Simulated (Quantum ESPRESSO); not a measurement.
# Dipole at the next field: 1T-SrBrI, 1 layer

**Set-up.** Quantum ESPRESSO 7.5, vdW-DF-cx, GBRV ultrasoft, PBE files; sawtooth field along the normal with dipole correction, ions clamped, threshold 1e-9 Ry; cell area 19.194 Å².

| field (V/Å) | dipole (e Å a cell) |
| --- | --- |
| 0 | 0.03627 |
| 0.1 | 0.08419 |
| 0.2 | 0.13225 |

One more run was made and is withheld. What is the dipole at 0.3 V/Å, and what electrostatic thickness 4πα/A follows from the rows?

**Worked estimate.** The slope is (0.13225 − (0.03627))/0.2 = 0.4799 e Å²/V, so 4πα/A = 180.95 × 0.4799/19.194 = 4.52 Å. Linear response gives p = 0.03627 + 0.4799 × (0.3) = 0.18024 e Å; a parabola through the three rows gives 0.18045.

**The withheld run.** p = 0.18028 e Å. The line misses by 0.0 % of the induced dipole and the parabola by 0.1 %. The response is linear over this range.

Caveats: Electrons alone respond; local and semilocal functionals tend to overscreen.
